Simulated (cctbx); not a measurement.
## Reading a Patterson map

Space group P2_1/c (no. 14), a = 7.6040 Å, b = 7.4320 Å, c = 14.2480 Å, α = 90.00°, β = 114.59°, γ = 90.00°, content Bi4 Sb4 Rb8.

Simulated single-crystal data (cctbx): Ga Kα, λ = 1.3414 Å, to d = 0.83 Å, 50 % of the full sphere, strongest reflection 5000 counts, noise from counting, a 6 % proportional error and a noise floor of 8 counts (s.d.); no absorption, some extinction.

Patterson synthesis, origin scaled to 1000:

```text
Patterson group P 1 2/m 1
      u       v       w   height  length (A)
  0.000   0.000   0.000   1000.0     0.00
  0.000   0.294   0.500    316.9     7.45
  0.374   0.500   0.930    278.8     5.02
  0.087   0.500   0.956    220.7     3.87
  0.459   0.000   0.885    218.9     4.43
  0.378   0.222   0.090    164.8     3.09
  0.008   0.276   0.159    159.8     3.04
  0.382   0.070   0.591    156.3     7.53
  0.011   0.432   0.661    148.8     5.83
  0.477   0.000   0.344    139.0     4.73
  0.376   0.209   0.429    122.8     5.78
  0.092   0.500   0.094    121.8     3.91
  0.000   0.149   0.500    120.9     7.21
  0.465   0.302   0.384    116.5     5.60
```

**Question.** Which atom pairs make the peaks, and where is the heaviest atom?

A peak at u stands for all pairs with xi − xj = u, with weight Σ ZiZj against Σ Z² = 48912 at the origin. Peak heights follow these weights only roughly, since form factors, motion and series ripples differ, all vectors within 0.55 Å of a peak are counted as merged into it though the farther ones add only part of their weight, and F(000) is left out, which lowers the whole map:

| u | v | w | shortest length (Å) | height | 1000 ΣZiZj/ΣZ² | pairs in the cell |
| --- | --- | --- | --- | --- | --- | --- |
| 0.000 | 0.294 | 0.500 | 7.45 | 317 | 338 | 2 × Bi–Bi, 2 × Rb–Rb |
| 0.374 | 0.500 | 0.930 | 5.03 | 279 | 282 | 2 × Bi–Bi |
| 0.087 | 0.500 | 0.956 | 3.87 | 221 | 251 | 4 × Bi–Rb |
| 0.459 | 0.000 | 0.885 | 3.74 | 219 | 251 | 4 × Bi–Rb |
| 0.378 | 0.222 | 0.090 | 3.09 | 165 | 173 | 2 × Bi–Sb |
| 0.008 | 0.276 | 0.159 | 3.04 | 160 | 173 | 2 × Bi–Sb |
| 0.382 | 0.070 | 0.591 | 5.79 | 156 | 173 | 2 × Bi–Sb |
| 0.011 | 0.432 | 0.661 | 5.83 | 149 | 173 | 2 × Bi–Sb |
| 0.477 | 0.000 | 0.344 | 4.73 | 139 | 154 | 4 × Sb–Rb |
| 0.376 | 0.209 | 0.429 | 5.78 | 123 | 141 | 1 × Bi–Bi |

The table stops at ten peaks or at a height of 45, below which ripples compete. In the model behind the data Bi, the heaviest element, has 1 independent site: (0.3131, 0.6063, 0.7844), up to an allowed shift of origin; the Bi–Bi vectors are differences of these positions and their symmetry mates. The whole model:

```csv
atom,mult.,x,y,z,Ueq (Å²)
Bi1,4,0.3131,0.6063,0.7844,0.0083
Sb1,4,0.3064,0.3268,0.6248,0.0101
Rb1,4,0.2115,0.8318,0.5308,0.0147
Rb2,4,0.2301,0.0927,0.8302,0.0131
```

The model was made for the exercise: a known structure type with other elements put in, its volume estimated, not relaxed; displacement parameters are assumed.

[Logs are printed without paths, hosts, clocks, repeated set-up lines and the standing remarks that a program may print on its own settings, such as how far it seeks lower states.]
